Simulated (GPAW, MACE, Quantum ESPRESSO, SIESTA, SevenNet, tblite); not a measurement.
# Predicting plane-wave site energies from GPAW dzp, PBE: Si in place of C in amorphous carbon (123 atoms)

Density of this cell: 1.80 g/cm³. The cell holds 123 atoms: 123 C. Cell: a = 11.085 Å, b = 11.085 Å, c = 11.085 Å, α = 90.0°, β = 90.0°, γ = 90.0°. 123 atoms (123 C) placed at random at 1.8 g/cm³, melted at 6000 K for 10 ps at fixed volume with the LCBOP (Los and Fasolino, Phys. Rev. B 68, 024107 (2003)). Quenched from 5000 K to 300 K at 500 K/ps and fixed volume, held 5 ps, then minimised at fixed cell. Then the atoms were relaxed with MACE MP-0b3 medium in the fixed cell.

Calculated with Quantum ESPRESSO 7.5: PBE; plane waves, SSSP efficiency, 45/360 Ry; k-points Γ. The cheaper level is PBE; dzp orbitals, PAW, h 0.18 Å; k-points Γ. Each row is one cell with Si in place of C, relaxed with MACE MP-0b3 medium; both levels solve the same cells, and energies are counted from site C11 at each level.

| energy from GPAW dzp, PBE (eV) | energy from plane waves (eV) | site |
| --- | --- | --- |
| 0.000 | 0 | C11 |
| 0.366 | 0.6192 | C118 |
| 1.847 | ? | ? |
| 2.368 | 2.575 | C102 |
| 2.743 | 3.286 | C46 |

Task: Fit a straight line to the rows given and interpolate to the withheld row.

Worked fit:

Take u as the energy from GPAW dzp, PBE and v as that from plane waves.

```
  u (eV)    v (eV)
       0         0
0.366414  0.619236
 2.36753   2.57475
 2.74323   3.28648
```

With n = 4: mean u = 1.36929, mean v = 1.62012, Σ(u − ū)² = 5.7649, Σ(u − ū)(v − v̄) = 6.4646. Slope b = 6.4646 / 5.7649 = 1.1214; intercept a = v̄ − b ū = 0.084630.

At the withheld site u = 1.847, and v = a + b u.

Prediction at 1.847: 2.156 eV. The run gave 2.011 eV, so the fit is high by 0.15 eV (7.2 % of the value).

The slope of 1.1 says that GPAW dzp, PBE spreads the sites about as widely as plane waves do. Taken as it stands, without the line, its value misses the withheld site by 0.16 eV. Among the rows given, the largest miss of the fit is at 2.368, by 0.16 eV (5.0 % of the range of the table).

Limits: Few sites, one cell. The geometries are those of MACE MP-0b3 medium, not of DFT.

[Logs are printed without paths, hosts, clocks, repeated set-up lines and the standing remarks that a program may print on its own settings, such as how far it seeks lower states.]

[Hosts, paths, dates, database ids (printed as entryN), source tags and the programs' standing remarks are cut or masked in the printed files.]
